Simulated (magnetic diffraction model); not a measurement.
**Solving a magnetic structure from powder neutron data: HoTmV₂Ni₂**

Space group P6_3/mmc (no. 194), a = 3.8000 Å, c = 14.9060 Å.

| site | atom | x | y | z |
| --- | --- | --- | --- | --- |
| 2a | Tm | 0 | 0 | 0 |
| 2b | Ho | 0 | 0 | 3/4 |
| 4f | Ni | 1/3 | 2/3 | 0.1332 |
| 4f | V | 1/3 | 2/3 | 0.6202 |

This is a made-up structure (elements placed in a structure type, unrelaxed), so the numbers test the method and describe no known phase.

Only Tm and Ho are taken to order (form factors of Tm3+ and Ho3+); orders and moment sizes are assumed, and not adapted to the symmetry. Radiation: neutrons of λ = 2.567 Å, 3° to 90°; isotropic B of 0.13 Å² (Tm), 0.12 Å² (Ho), 0.17 Å² (Ni) and 0.17 Å² (V). Simulated constant-wavelength pattern: nuclear and magnetic terms add, the magnetic one as |2.695 fm × Σ f S⊥ exp(2πi Q·r) exp(−B s²)|², summed over all Q at one angle with the factor 1/(sin²θ cos θ). For collinear order S is the moment m, which repeats by lattice and centring translations R with the sign exp(−2πi k·R). Free-ion form factors, Sears's scattering lengths of 1992, no absorption; a label names one of the reflections at its angle. The strongest nuclear line in the range is 100, and lines under 0.2 are left out.

Above the ordering temperature:

```tsv
2θ (°)	index	I
19.83	(0 0 2)	2.1
40.29	(0 0 4)	1.1
45.91	(1 0 0)	3.6
47.08	(1 0 1)	48.5
55.78	(1 0 3)	23.7
62.21	(0 0 6)	0.8
62.71	(1 0 4)	100.0
71.03	(1 0 5)	34.0
80.68	(1 0 6)	2.0
84.99	(1 1 0)	67.6
87.08	(0 0 8)	19.9
88.39	(1 1 2)	1.0
```

Below it (cell unchanged):

```tsv
2θ (°)	I
19.83	2.1
24.62	6.5
30.16	29.4
37.77	10.7
39.48	19.2
40.29	1.1
40.80	14.4
44.56	30.0
45.91	3.6
46.63	20.6
47.08	48.5
50.33	9.4
55.78	23.7
56.41	6.2
57.69	17.6
62.12	6.5
62.21	0.8
62.71	100.0
63.08	5.3
65.90	13.0
66.35	5.4
67.04	11.3
70.48	5.2
71.03	34.0
75.16	0.8
76.23	10.1
76.68	12.0
78.62	3.6
79.51	0.6
80.68	2.0
84.44	4.6
84.99	67.6
85.51	2.1
87.08	19.9
87.41	3.3
88.39	1.0
```
(The table stops after 36 lines; 1 more lie at higher angle.)

**Question.** Check that the new lines index with k = (0 1/2 0), then choose among these models:
A. collinear moments along [101], 4.5 μB on Tm and 7.2 μB on Ho; signs + at (0, 0, 0), + at (0, 0, 1/2), − at (0, 0, 3/4), − at (0, 0, 1/4)
B. collinear moments along [120], 4.5 μB on Tm and 7.2 μB on Ho; signs + at (0, 0, 0), − at (0, 0, 1/2), + at (0, 0, 3/4), + at (0, 0, 1/4)
C. collinear moments along [101], 4.5 μB on Tm and 7.2 μB on Ho; signs + at (0, 0, 0), − at (0, 0, 1/2), + at (0, 0, 3/4), + at (0, 0, 1/4)
D. collinear moments along [120], 4.5 μB on Tm and 7.2 μB on Ho; signs + at (0, 0, 0), + at (0, 0, 1/2), − at (0, 0, 3/4), − at (0, 0, 1/4)

The new lines index as (0 1/2 1) at 24.62°, (0 1/2 2) at 30.16°, (0 1/2 3) at 37.77° and (1 -1/2 0) at 39.48°, that is as H ± k with k = (0 1/2 0), one of 3 inequivalent arms of its star (k and −k counted as one), which a powder can't tell apart. Half indices mean that the moments reverse under translations with k·R a half-integer, and the magnetic cell has twice the primitive volume.

Magnetic intensity, observed (below minus above) and for each model:

| 2θ (°) | index | observed | A | B | C | D |
| --- | --- | --- | --- | --- | --- | --- |
| 22.49 | (0 1/2 0) | <0.2 | 8.5 | <0.2 | 61.0 | <0.2 |
| 24.62 | (0 1/2 1) | 6.5 | <0.2 | 6.5 | 33.9 | <0.2 |
| 30.16 | (0 1/2 2) | 29.4 | 104.7 | 29.4 | 39.5 | 78.0 |
| 44.56 | (1 -1/2 2) | 30.0 | 60.5 | 30.0 | 22.7 | 79.9 |
| 65.90 | (1 1/2 2) | 13.0 | 63.6 | 13.0 | 23.6 | 35.0 |
| 67.04 | (0 1/2 6) | 11.3 | 6.2 | 11.3 | 2.3 | 30.5 |
| 75.16 | (0 3/2 2) | 0.8 | 25.8 | 0.8 | 9.6 | 2.2 |
| 76.23 | (1 -1/2 6) | 10.1 | 8.8 | 10.1 | 3.3 | 27.2 |

Model B matches.

The absence at (0 1/2 0) is telling: Q lies along the moments there, so the part normal to Q vanishes.

The structure used: k = (0 1/2 0), collinear moments along [120], 4.5 μB on Tm and 7.2 μB on Ho; signs + at (0, 0, 0), − at (0, 0, 1/2), + at (0, 0, 3/4), + at (0, 0, 1/4).

[Logs are printed without paths, hosts, clocks, repeated set-up lines and the standing remarks that a program may print on its own settings, such as how far it seeks lower states.]
